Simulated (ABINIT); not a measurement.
# BP (F-43m): G0W0 in ABINIT against the bands in the screening

Wanted: the cheapest bands in the screening that holds the gap of BP (F-43m).

Main program and level: ABINIT 10.8.3; PBE and many-body steps on it, plane waves.

This is a report of a sequence of runs, with most program output left out.

**1. Starting point**

It takes space group F-43m (No. 216, cubic). The conventional cell has a = 4.538 Å, b = 4.538 Å, c = 4.538 Å, α = 90.00°, β = 90.00°, γ = 90.00°. Nearest to B lie 4 P at 1.97 Å. P has 4 B at 1.97 Å nearest. Farther neighbours are not listed.

The cell and positions come from the Crystallography Open Database and are kept as given unless a step says otherwise.

**2. Screening, 6×6×6 mesh, 12 bands, screening to 106.1 eV**

This step: ABINIT 10.8.3; RPA screening on PBE, plane waves, norm-conserving pseudopotentials.

The RPA dielectric matrix is built and inverted for each q.

The input, run.abi:

```
acell 3*1.0 Angstrom
rprim 
  0.000000000000 2.269000000000 2.269000000000
  2.269000000000 0.000000000000 2.269000000000
  2.269000000000 2.269000000000 0.000000000000
ntypat 2
znucl 5 15
natom 2
typat 1 2
xred 
  0.000000000000 0.000000000000 0.000000000000
  0.250000000000 0.250000000000 0.250000000000
pp_dirpath "pseudos"
pseudos "B.upf, P.upf"
ecut 34
ngkpt 6 6 6
nshiftk 1
shiftk 0 0 0
kptopt 1
chksymbreak 0
istwfk *1
occopt 1
irdwfk 1
optdriver 3
nband 12
ecuteps 3.9
inclvkb 2
awtr 1
symchi 1
indata_prefix "in"
outdata_prefix "out"
tmpdata_prefix "tmp"
```

On the command line:

```sh
$ OMP_NUM_THREADS=1 mpirun -n 4 abinit run.abi > log
```

Elapsed: 8 s, on 4 MPI ranks of Arm Neoverse N1, shared host; peak memory 0.38 GiB; 32 s of CPU time.

Numbers from this step:

| Quantity | Value |
| --- | --- |
| ε∞ with local fields, on this mesh, along the program's q direction | 9.683 |
| the same without local fields | 10.62 |
| plasma frequency | 21.73 eV |
| plane waves in the screening matrix | 59 |

Local fields lower ε∞ by 9 %.

**3. 12 bands**

The self-energy is evaluated for the states that the input lists, and the levels follow from it, in one-shot runs by the linearised quasiparticle equation.

This step: G0W0 on PBE, plane waves, norm-conserving pseudopotentials.

run.abi, as its differences from that of step 2:

```diff
@@ -23,8 +23,17 @@
 irdwfk 1
-optdriver 3
-nband 12
+optdriver 4
+nband 17
+gwcalctyp 0
+ecutsigx 34
+symsigma 1
+nkptgw 2
+kptgw 
+  0.0000000000 0.0000000000 0.0000000000
+  0.5000000000 0.5000000000 0.0000000000
+bdgw 
+  2 7
+  3 6
 ecuteps 3.9
-inclvkb 2
-awtr 1
-symchi 1
+irdscr 1
+ppmodel 1
 indata_prefix "in"
```

Run time: 3.8 s. Hardware: 4 MPI ranks; peak memory 0.43 GiB.

Numbers from this step:

- G0W0 gap on the points computed: 1.968 eV
- starting gap on the mesh: 1.347 eV
- k of the valence top: 0, 0, 0
- k of the conduction bottom: 0.5, 0.5, 0
- Z at the valence top: 0.8
- Z at the conduction bottom: 0.812
- least direct G0W0 gap on the computed points: 4.303 eV

The gap on the mesh goes from 1.35 eV to 1.97 eV, a correction of +0.62 eV.

**4. Screening, 6×6×6 mesh, 17 bands, screening to 106.1 eV**

This step: RPA screening on PBE, plane waves, norm-conserving pseudopotentials.

run.abi, as its differences from that of step 3:

```diff
@@ -23,17 +23,8 @@
 irdwfk 1
-optdriver 4
+optdriver 3
 nband 17
-gwcalctyp 0
-ecutsigx 34
-symsigma 1
-nkptgw 2
-kptgw 
-  0.0000000000 0.0000000000 0.0000000000
-  0.5000000000 0.5000000000 0.0000000000
-bdgw 
-  2 7
-  3 6
 ecuteps 3.9
-irdscr 1
-ppmodel 1
+inclvkb 2
+awtr 1
+symchi 1
 indata_prefix "in"
```

Elapsed: 13 s, on 4 MPI ranks; peak memory 0.41 GiB.

Numbers from this step:

- ε∞ with local fields, on this mesh, along the program's q direction: 9.703
- the same without local fields: 10.64
- plasma frequency: 21.73 eV
- plane waves in the screening matrix: 59

**5. 17 bands**

This step: G0W0 on PBE, plane waves, norm-conserving pseudopotentials.

run.abi, as its differences from that of step 4:

```diff
@@ -23,8 +23,17 @@
 irdwfk 1
-optdriver 3
+optdriver 4
 nband 17
+gwcalctyp 0
+ecutsigx 34
+symsigma 1
+nkptgw 2
+kptgw 
+  0.0000000000 0.0000000000 0.0000000000
+  0.5000000000 0.5000000000 0.0000000000
+bdgw 
+  2 7
+  3 6
 ecuteps 3.9
-inclvkb 2
-awtr 1
-symchi 1
+irdscr 1
+ppmodel 1
 indata_prefix "in"
```

Run time: 3.7 s. Hardware: 4 MPI ranks; peak memory 0.43 GiB; 15 s of CPU time.

This step gave:

| Property | Result |
| --- | --- |
| G0W0 gap on the points computed | 1.927 eV |
| starting gap on the mesh | 1.347 eV |
| k of the valence top | 0, 0, 0 |
| k of the conduction bottom | 0.5, 0.5, 0 |
| Z at the valence top | 0.799 |
| Z at the conduction bottom | 0.812 |
| least direct G0W0 gap on the computed points | 4.265 eV |

Against the run before, the gap moves by −0.041 eV.

**6. Screening, 6×6×6 mesh, 35 bands, screening to 106.1 eV**

This step: RPA screening on PBE, plane waves, norm-conserving pseudopotentials.

run.abi, as its differences from that of step 5:

```diff
@@ -23,17 +23,8 @@
 irdwfk 1
-optdriver 4
-nband 17
-gwcalctyp 0
-ecutsigx 34
-symsigma 1
-nkptgw 2
-kptgw 
-  0.0000000000 0.0000000000 0.0000000000
-  0.5000000000 0.5000000000 0.0000000000
-bdgw 
-  2 7
-  3 6
+optdriver 3
+nband 35
 ecuteps 3.9
-irdscr 1
-ppmodel 1
+inclvkb 2
+awtr 1
+symchi 1
 indata_prefix "in"
```

The job ended after 22 s (4 MPI ranks; peak memory 0.48 GiB; 89 s of CPU time).

This step gave:

```
ε∞ with local fields, on this mesh, along the program's q direction : 9.741
the same without local fields                                       : 10.65
plasma frequency                                                    : 21.73 eV
plane waves in the screening matrix                                 : 59
```

**7. 35 bands**

This step: G0W0 on PBE, plane waves, norm-conserving pseudopotentials.

run.abi, as its differences from that of step 6:

```diff
@@ -23,8 +23,17 @@
 irdwfk 1
-optdriver 3
-nband 35
+optdriver 4
+nband 17
+gwcalctyp 0
+ecutsigx 34
+symsigma 1
+nkptgw 2
+kptgw 
+  0.0000000000 0.0000000000 0.0000000000
+  0.5000000000 0.5000000000 0.0000000000
+bdgw 
+  2 7
+  3 6
 ecuteps 3.9
-inclvkb 2
-awtr 1
-symchi 1
+irdscr 1
+ppmodel 1
 indata_prefix "in"
```

Wall time 3.8 s (4 MPI ranks); peak memory 0.43 GiB; 15 s of CPU time.

This step gave:

```
G0W0 gap on the points computed              : 1.896 eV
starting gap on the mesh                     : 1.347 eV
k of the valence top                         : 0, 0, 0
k of the conduction bottom                   : 0.5, 0.5, 0
least direct G0W0 gap on the computed points : 4.247 eV
```

Against the run before, the gap moves by −0.031 eV.

**8. The runs together**

Times are wall times on 4 MPI ranks of Arm Neoverse N1, shared host, good to a factor of about two. A run's time includes the screening step that it read.

| run | mesh | bands | screening cutoff (eV) | DFT gap (eV) | gap on the mesh (eV) | direct (eV) | ε∞ used | time |
| --- | --- | --- | --- | --- | --- | --- | --- | --- |
| 12 bands | 6×6×6 | 17 | 106.1 | 1.347 | 1.968 | 4.303 | 9.68 | 12 s |
| 17 bands | 6×6×6 | 17 | 106.1 | 1.347 | 1.927 | 4.265 | 9.70 | 16 s |
| 35 bands | 6×6×6 | 17 | 106.1 | 1.347 | 1.896 | 4.247 | 9.74 | 26 s |

**9. Results**

```json
{
  "12 bands": "1.968 eV",
  "17 bands": "1.927 eV",
  "35 bands": "1.896 eV",
  "known limits": "not at the basis limit"
}
```

The setting moved: bands in the screening. From 12 bands to 35 bands the gap moves by −0.07 eV, for 2.2 times the time. The last step still moves it by −0.031 eV. Bands and screening cutoff are coupled, so a series along one setting does not show full convergence. Bands and cutoff are finite, so the gap is not at the basis limit. The miss can reach some tenths of an eV and take either sign; the mesh is an error of its own. In the first G0W0 run levels were corrected at 2 k points alone, so a gap called «on the mesh» is the least over those, and an edge elsewhere would be missed. A denser mesh or path gives a starting gap of 1.26 eV: the GW mesh misses a band edge, so its gaps are not the fundamental one.

[Paths, hosts, dates, memory and timing lines, banners, echoed tables and standing remarks are left out of the program output.]

[Logs are printed without paths, hosts, clocks, repeated set-up lines and the standing remarks that a program may print on its own settings, such as how far it seeks lower states.]

[Runs of the session that timed out or met a known fault of the program may be left out.]

[No measured gap is set beside runs whose start may be inverted or whose files or cutoffs have a known fault.]

[Hosts, paths, dates, database ids (printed as entryN), source tags and the programs' standing remarks are cut or masked in the printed files.]

[G0W0 gaps are taken among the corrected bands and points alone; a level outside them can change the order at an edge.]

[Where Ansatz stands beside ABINIT at settings called matched, ABINIT's density can come from a denser mesh and the files from another edition; pairs whose starting gaps differed by over 0.03 eV were left out, so agreement reads better than it is.]
